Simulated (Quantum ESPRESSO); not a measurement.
## MnS (Browneite): parallel and opposed starts

A self-consistent run ends on one state, which hangs on the start. Several orders of MnS (Browneite) are started in Quantum ESPRESSO and their energies compared.

Calculated with Quantum ESPRESSO 7.5; LDA; plane waves with GBRV 1.5 LDA potentials, no spin-orbit coupling.

### Step 1. Starting point

It takes space group F-43m (No. 216, cubic). The conventional cell has a = 5.600 Å, b = 5.600 Å, c = 5.600 Å, α = 90.00°, β = 90.00°, γ = 90.00°. Nearest to Mn lie 4 S at 2.42 Å. S has 4 Mn at 2.42 Å nearest. Farther neighbours and most contacts between anions are not listed.

The cell comes from the Crystallography Open Database.

### Step 2. Run 1 (ferro +)

The signs are those of the starting moments on the seeded atoms, the atoms that are given a moment.

Contents of pw.in:

```
&CONTROL
  calculation = 'scf'
  prefix = 'pwscf'
  outdir = './tmp'
  pseudo_dir = './pseudo'
  disk_io = 'nowf'
/
&SYSTEM
  ibrav = 0
  nat = 2
  ntyp = 2
  ecutwfc = 40
  ecutrho = 280
  nbnd = 19
  occupations = 'smearing'
  smearing = 'fd'
  degauss = 0.00367493
  nspin = 2
  starting_magnetization(1) = 0.3
  starting_magnetization(2) = 0
/
&ELECTRONS
  conv_thr = 4d-09
  electron_maxstep = 150
  mixing_beta = 0.3
/
ATOMIC_SPECIES
Mn     54.9380 mn_lda_v1.5.uspp.F.UPF
S      32.0600 s_lda_v1.4.uspp.F.UPF
CELL_PARAMETERS angstrom
   0.0000000000    2.8000000000    2.8000000000
   2.8000000000    0.0000000000    2.8000000000
   2.8000000000    2.8000000000    0.0000000000
ATOMIC_POSITIONS crystal
Mn      0.0000000000    0.0000000000    0.0000000000
S       0.2500000000    0.2500000000    0.2500000000
K_POINTS automatic
6 6 6 0 0 0
```

Launch:

```bash
$ OMP_NUM_THREADS=1 mpirun -n 4 pw.x -nk 4 -in pw.in > pw.out
```

Output:

```text
Program PWSCF v.7.5 starts

     Message from routine setup:
     using ibrav=0 with symmetry is DISCOURAGED, use correct ibrav instead

     K-points division:     npool     =       4
     Subspace diagonalization in iterative solution of the eigenvalue problem:

     G-vector sticks info
     --------------------
     sticks:   dense  smooth     PW     G-vecs:    dense   smooth      PW
     Sum        1069     613    199                23409    10081    1807

     Using Slab Decomposition

     bravais-lattice index     =            0
     lattice parameter (alat)  =       7.4829  a.u.
     unit-cell volume          =     296.2789 (a.u.)^3
     number of atoms/cell      =            2
     number of atomic types    =            2
     number of electrons       =        21.00
     number of Kohn-Sham states=           19
     kinetic-energy cutoff     =      40.0000  Ry
     charge density cutoff     =     280.0000  Ry
     scf convergence threshold =      4.0E-09
     mixing beta               =       0.3000
     number of iterations used =            8  plain     mixing
     Exchange-correlation=  SLA  PZ   NOGX NOGC
                           (   1   1   0   0   0   0   0)

     celldm(1)=   7.482934  celldm(2)=   0.000000  celldm(3)=   0.000000
     celldm(4)=   0.000000  celldm(5)=   0.000000  celldm(6)=   0.000000

     crystal axes: (cart. coord. in units of alat)
               a(1) = (   0.000000   0.707107   0.707107 )
               a(2) = (   0.707107   0.000000   0.707107 )
               a(3) = (   0.707107   0.707107   0.000000 )

     reciprocal axes: (cart. coord. in units 2 pi/alat)
               b(1) = ( -0.707107  0.707107  0.707107 )
               b(2) = (  0.707107 -0.707107  0.707107 )
               b(3) = (  0.707107  0.707107 -0.707107 )

     PseudoPot. # 1 for Mn read from file:
     mn_lda_v1.5.uspp.F.UPF
     Pseudo is Ultrasoft + core correction, Zval = 15.0
     Generated by new atomic code, or converted to UPF format
     Using radial grid of  859 points,  6 beta functions with:
                l(1) =   0
                l(2) =   0
                l(3) =   1
                l(4) =   1
                l(5) =   2
                l(6) =   2
     Q(r) pseudized with  8 coefficients,  rinner =    0.950   0.950   0.950
                                                       0.950   0.950

     PseudoPot. # 2 for S  read from file:
     s_lda_v1.4.uspp.F.UPF
     Pseudo is Ultrasoft + core correction, Zval =  6.0
     Generated by new atomic code, or converted to UPF format
     Using radial grid of  907 points,  6 beta functions with:
                l(1) =   0
                l(2) =   0
                l(3) =   1
                l(4) =   1
                l(5) =   2
                l(6) =   2
     Q(r) pseudized with  8 coefficients,  rinner =    1.300   1.300   1.300
                                                       1.300   1.300

     atomic species   valence    mass     pseudopotential
     Mn               15.00    54.93800     Mn( 1.00)
     S                 6.00    32.06000     S ( 1.00)

     Starting magnetic structure
     atomic species   magnetization
     Mn              0.300
     S               0.000

     24 Sym. Ops. (no inversion) found

   Cartesian axes

     site n.     atom                  positions (alat units)
         1        Mn     tau(   1) = (   0.0000000   0.0000000   0.0000000  )
         2        S      tau(   2) = (   0.3535534   0.3535534   0.3535534  )

     number of k points=    16  Fermi-Dirac smearing, width (Ry)=  0.0037
                       cart. coord. in units 2pi/alat
        k(    1) = (   0.0000000   0.0000000   0.0000000), wk =   0.0046296
        k(    2) = (   0.1178511   0.1178511  -0.1178511), wk =   0.0370370
        k(    3) = (   0.2357023   0.2357023  -0.2357023), wk =   0.0370370
        k(    4) = (  -0.3535534  -0.3535534   0.3535534), wk =   0.0185185
        k(    5) = (   0.2357023   0.0000000  -0.0000000), wk =   0.0277778
        [... 11 further k-points ...]

     Dense  grid:    23409 G-vectors     FFT dimensions: (  40,  40,  40)

     Smooth grid:    10081 G-vectors     FFT dimensions: (  32,  32,  32)

     Check: negative core charge=   -0.000033
     Generating pointlists ...
     new r_m :   0.2526 (alat units)  1.8902 (a.u.) for type    1
     new r_m :   0.2526 (alat units)  1.8902 (a.u.) for type    2

     Initial potential from superposition of free atoms

     starting charge      20.4999, renormalised to      21.0000
     Starting wfcs are   17 randomized atomic wfcs +    2 random wfcs

     Self-consistent Calculation

     iteration #  1     ecut=    40.00 Ry     beta= 0.30
     Davidson diagonalization with overlap
     ethr =  1.00E-02,  avg # of iterations =  6.3

     total energy              =    -235.10097276 Ry
     estimated scf accuracy    <       0.76633349 Ry

     total magnetization       =     4.41 Bohr mag/cell
     absolute magnetization    =     4.41 Bohr mag/cell

     iteration #  2     ecut=    40.00 Ry     beta= 0.30
     Davidson diagonalization with overlap
     ethr =  3.65E-03,  avg # of iterations =  1.8

     total energy              =    -235.28334615 Ry
     estimated scf accuracy    <       0.08175981 Ry

     total magnetization       =     4.55 Bohr mag/cell
     absolute magnetization    =     4.55 Bohr mag/cell

     iteration #  3     ecut=    40.00 Ry     beta= 0.30
     Davidson diagonalization with overlap
     ethr =  3.89E-04,  avg # of iterations =  2.1

     total energy              =    -235.29762449 Ry
     estimated scf accuracy    <       0.00995568 Ry

     total magnetization       =     4.71 Bohr mag/cell
     absolute magnetization    =     4.71 Bohr mag/cell

     [... further iterations left out ...]

     iteration #  8     ecut=    40.00 Ry     beta= 0.30
     Davidson diagonalization with overlap
     ethr =  8.63E-09,  avg # of iterations =  2.4

     negative rho (up, down):  0.000E+00 2.876E-04

     total energy              =    -235.29916732 Ry
     estimated scf accuracy    <       0.00000006 Ry

     total magnetization       =     4.72 Bohr mag/cell
     absolute magnetization    =     4.72 Bohr mag/cell

     iteration #  9     ecut=    40.00 Ry     beta= 0.30
     Davidson diagonalization with overlap
     ethr =  2.68E-10,  avg # of iterations =  3.5

     negative rho (up, down):  0.000E+00 2.875E-04

     total energy              =    -235.29916736 Ry
     estimated scf accuracy    <       0.00000003 Ry

     total magnetization       =     4.72 Bohr mag/cell
     absolute magnetization    =     4.72 Bohr mag/cell

     iteration # 10     ecut=    40.00 Ry     beta= 0.30
     Davidson diagonalization with overlap
     ethr =  1.34E-10,  avg # of iterations =  2.1

     negative rho (up, down):  0.000E+00 2.872E-04

     total energy              =    -235.29916737 Ry
     estimated scf accuracy    <       0.00000001 Ry

     total magnetization       =     4.72 Bohr mag/cell
     absolute magnetization    =     4.72 Bohr mag/cell

     iteration # 11     ecut=    40.00 Ry     beta= 0.30
     Davidson diagonalization with overlap
     ethr =  7.13E-11,  avg # of iterations =  1.1

     negative rho (up, down):  0.000E+00 2.871E-04

     Magnetic moment per site  (integrated on atomic sphere of radius R)
     atom   1 (R=0.253)  charge= 12.9577  magn=  4.0177
     atom   2 (R=0.253)  charge=  4.1735  magn=  0.1132

     End of self-consistent calculation

     [... lines left out ...]
     the Fermi energy is     6.9570 ev

!    total energy              =    -235.29916737 Ry
     estimated scf accuracy    <          2.3E-09 Ry
     smearing contrib. (-TS)   =      -0.00076946 Ry
     internal energy E=F+TS    =    -235.29839791 Ry

     The total energy is F=E-TS. E is the sum of the following terms:
     one-electron contribution =    -158.27566317 Ry
     hartree contribution      =      84.39600391 Ry
     xc contribution           =     -34.69993434 Ry
     ewald contribution        =    -126.71880431 Ry

     total magnetization       =     4.72 Bohr mag/cell
     absolute magnetization    =     4.72 Bohr mag/cell

     convergence has been achieved in  11 iterations

=------------------------------------------------------------------------------=
   JOB DONE.
=------------------------------------------------------------------------------=
```

It took 4.5 s on 4 MPI ranks of Intel Xeon Platinum 8559C (Emerald Rapids), shared host; peak memory 0.35 GiB; 17 s of CPU time.

Spin moment in the atom's sphere by atom:

| atom | spin moment in the atom's sphere (μB) |
| --- | --- |
| Mn1 | 4.02 |
| S2 | 0.11 |

Read from the output:

```
smearing term TS       : 0.01047 eV
magnetization          : 4.725 μB
absolute magnetization : 4.725 μB
final state            : ferromagnetic
```

### Step 3. Run 2, typed as antiferro q=(0,1/2,1/2) +−

This order needs a doubled cell of 4 atoms. The wavevector q is in fractions of the reciprocal vectors of the crystal's primitive cell, as the cells of these inputs are built from it; moments change sign between cells as cos(2π q·R).

Contents of pw.in:

```
&CONTROL
  calculation = 'scf'
  prefix = 'pwscf'
  outdir = './tmp'
  pseudo_dir = './pseudo'
  disk_io = 'nowf'
/
&SYSTEM
  ibrav = 0
  nat = 4
  ntyp = 3
  ecutwfc = 40
  ecutrho = 280
  nbnd = 30
  occupations = 'smearing'
  smearing = 'fd'
  degauss = 0.00367493
  nspin = 2
  starting_magnetization(1) = 0.3
  starting_magnetization(2) = -0.3
  starting_magnetization(3) = 0
/
&ELECTRONS
  conv_thr = 8d-09
  electron_maxstep = 150
  mixing_beta = 0.3
/
ATOMIC_SPECIES
Mn1    54.9380 mn_lda_v1.5.uspp.F.UPF
Mn2    54.9380 mn_lda_v1.5.uspp.F.UPF
S      32.0600 s_lda_v1.4.uspp.F.UPF
CELL_PARAMETERS angstrom
   0.0000000000    2.8000000000    2.8000000000
   5.6000000000    0.0000000000    5.6000000000
   5.6000000000    2.8000000000    2.8000000000
ATOMIC_POSITIONS crystal
Mn1     0.0000000000    0.0000000000    0.0000000000
Mn2     0.0000000000    0.5000000000    0.0000000000
S       0.2500000000    0.0000000000    0.2500000000
S       0.2500000000    0.5000000000    0.2500000000
K_POINTS automatic
6 3 6 0 0 0
```

Output:

```text
[banner, memory and clock lines left out]
Program PWSCF v.7.5 starts

     Message from routine setup:
     using ibrav=0 with symmetry is DISCOURAGED, use correct ibrav instead

     bravais-lattice index     =            0
     lattice parameter (alat)  =       7.4829  a.u.
     unit-cell volume          =     592.5578 (a.u.)^3
     number of atoms/cell      =            4
     number of atomic types    =            3
     number of electrons       =        42.00
     number of Kohn-Sham states=           30
     kinetic-energy cutoff     =      40.0000  Ry
     charge density cutoff     =     280.0000  Ry
     scf convergence threshold =      8.0E-09
     mixing beta               =       0.3000
     number of iterations used =            8  plain     mixing
     Exchange-correlation=  SLA  PZ   NOGX NOGC
                           (   1   1   0   0   0   0   0)

     celldm(1)=   7.482934  celldm(2)=   0.000000  celldm(3)=   0.000000
     celldm(4)=   0.000000  celldm(5)=   0.000000  celldm(6)=   0.000000

     crystal axes: (cart. coord. in units of alat)
               a(1) = (   0.000000   0.707107   0.707107 )
               a(2) = (   1.414214   0.000000   1.414214 )
               a(3) = (   1.414214   0.707107   0.707107 )

     reciprocal axes: (cart. coord. in units 2 pi/alat)
               b(1) = ( -0.707107  0.707107  0.707107 )
               b(2) = (  0.000000 -0.707107  0.707107 )
               b(3) = (  0.707107  0.707107 -0.707107 )

     PseudoPot. # 1 for Mn read from file:
     mn_lda_v1.5.uspp.F.UPF
     Pseudo is Ultrasoft + core correction, Zval = 15.0

     PseudoPot. # 2 for Mn read from file:
     mn_lda_v1.5.uspp.F.UPF
     Pseudo is Ultrasoft + core correction, Zval = 15.0

     PseudoPot. # 3 for S  read from file:
     s_lda_v1.4.uspp.F.UPF
     Pseudo is Ultrasoft + core correction, Zval =  6.0

     atomic species   valence    mass     pseudopotential
     Mn1              15.00    54.93800     Mn( 1.00)
     Mn2              15.00    54.93800     Mn( 1.00)
     S                 6.00    32.06000     S ( 1.00)

     Starting magnetic structure
     atomic species   magnetization
     Mn1             0.300
     Mn2            -0.300
     S               0.000

      8 Sym. Ops. (no inversion) found

   Cartesian axes

     site n.     atom                  positions (alat units)
         1        Mn1    tau(   1) = (   0.0000000   0.0000000   0.0000000  )
         2        Mn2    tau(   2) = (   0.7071068   0.0000000   0.7071068  )
         3        S      tau(   3) = (   0.3535534   0.3535534   0.3535534  )
         4        S      tau(   4) = (   1.0606602   0.3535534   1.0606602  )

     number of k points=    20  Fermi-Dirac smearing, width (Ry)=  0.0037
                       cart. coord. in units 2pi/alat
        k(    1) = (   0.0000000   0.0000000   0.0000000), wk =   0.0092593
        k(    2) = (   0.1178511   0.1178511  -0.1178511), wk =   0.0740741
        k(    3) = (   0.2357023   0.2357023  -0.2357023), wk =   0.0740741
        k(    4) = (  -0.3535534  -0.3535534   0.3535534), wk =   0.0185185
        k(    5) = (   0.0000000  -0.2357023   0.2357023), wk =   0.0370370
        [... 15 further k-points ...]

     Dense  grid:    46901 G-vectors     FFT dimensions: (  40,  80,  72)

     Smooth grid:    20215 G-vectors     FFT dimensions: (  32,  64,  54)

     Check: negative core charge=   -0.000033
     Generating pointlists ...
     new r_m :   0.2526 (alat units)  1.8902 (a.u.) for type    1
     new r_m :   0.2526 (alat units)  1.8902 (a.u.) for type    2
     new r_m :   0.2526 (alat units)  1.8902 (a.u.) for type    3

     Initial potential from superposition of free atoms

     starting charge      40.9998, renormalised to      42.0000
     Starting wfcs are   34 randomized atomic wfcs

     Self-consistent Calculation

     iteration #  1     ecut=    40.00 Ry     beta= 0.30
     Davidson diagonalization with overlap
     ethr =  1.00E-02,  avg # of iterations =  4.2

     total energy              =    -470.32963437 Ry
     estimated scf accuracy    <       1.31463883 Ry

     total magnetization       =    -0.00 Bohr mag/cell
     absolute magnetization    =     8.58 Bohr mag/cell

     iteration #  2     ecut=    40.00 Ry     beta= 0.30
     Davidson diagonalization with overlap
     ethr =  3.13E-03,  avg # of iterations =  2.0

     total energy              =    -470.62780131 Ry
     estimated scf accuracy    <       0.07692066 Ry

     total magnetization       =    -0.00 Bohr mag/cell
     absolute magnetization    =     8.55 Bohr mag/cell

     [... further iterations left out ...]

     iteration # 10     ecut=    40.00 Ry     beta= 0.30
     Davidson diagonalization with overlap
     ethr =  2.00E-09,  avg # of iterations =  3.0

     negative rho (up, down):  1.317E-04 1.317E-04

     total energy              =    -470.64379546 Ry
     estimated scf accuracy    <       0.00000062 Ry

     total magnetization       =     0.00 Bohr mag/cell
     absolute magnetization    =     8.74 Bohr mag/cell

     iteration # 11     ecut=    40.00 Ry     beta= 0.30
     Davidson diagonalization with overlap
     ethr =  1.48E-09,  avg # of iterations =  1.9

     negative rho (up, down):  1.315E-04 1.315E-04

     Magnetic moment per site  (integrated on atomic sphere of radius R)
     atom   1 (R=0.253)  charge= 12.9686  magn=  3.8865
     atom   2 (R=0.253)  charge= 12.9685  magn= -3.8865
     atom   3 (R=0.253)  charge=  4.1648  magn=  0.0000
     atom   4 (R=0.253)  charge=  4.1648  magn=  0.0000

     End of self-consistent calculation

     [... lines left out ...]
     the Fermi energy is     6.8683 ev

!    total energy              =    -470.64379556 Ry
     estimated scf accuracy    <          6.6E-09 Ry
     smearing contrib. (-TS)   =      -0.00000022 Ry
     internal energy E=F+TS    =    -470.64379534 Ry

     The total energy is F=E-TS. E is the sum of the following terms:
     one-electron contribution =    -316.75075625 Ry
     hartree contribution      =     168.90117018 Ry
     xc contribution           =     -69.35660065 Ry
     ewald contribution        =    -253.43760863 Ry

     total magnetization       =    -0.00 Bohr mag/cell
     absolute magnetization    =     8.74 Bohr mag/cell

     convergence has been achieved in  11 iterations
```

Run time: 18 s. Hardware: 4 MPI ranks; peak memory 0.56 GiB; 72 s of CPU time.

Spin moment in the atom's sphere by atom:

| atom | spin moment in the atom's sphere (μB) |
| --- | --- |
| Mn1 | 3.89 |
| Mn2 | -3.89 |
| S3 | 0.00 |
| S4 | 0.00 |

Read from the output:

| Item | Value |
| --- | --- |
| smearing term TS | 3.06e-6 eV |
| magnetization | 0 μB |
| absolute magnetization | 8.745 μB |
| final state | antiferromagnetic |

(Continued in part 2 of 2.)

[Logs and program files are shortened in this print: banners, set-up blocks, solver, clock and traceback lines can be left out without a mark of their own.]

[Logs are printed without paths, hosts, clocks, repeated set-up lines and the standing remarks that a program may print on its own settings, such as how far it seeks lower states.]

[Hosts, paths, dates, database ids (printed as entryN), source tags and the programs' standing remarks are cut or masked in the printed files.]

[Where a cell is said to come from a database of computed structures, the database is the Materials Project.]
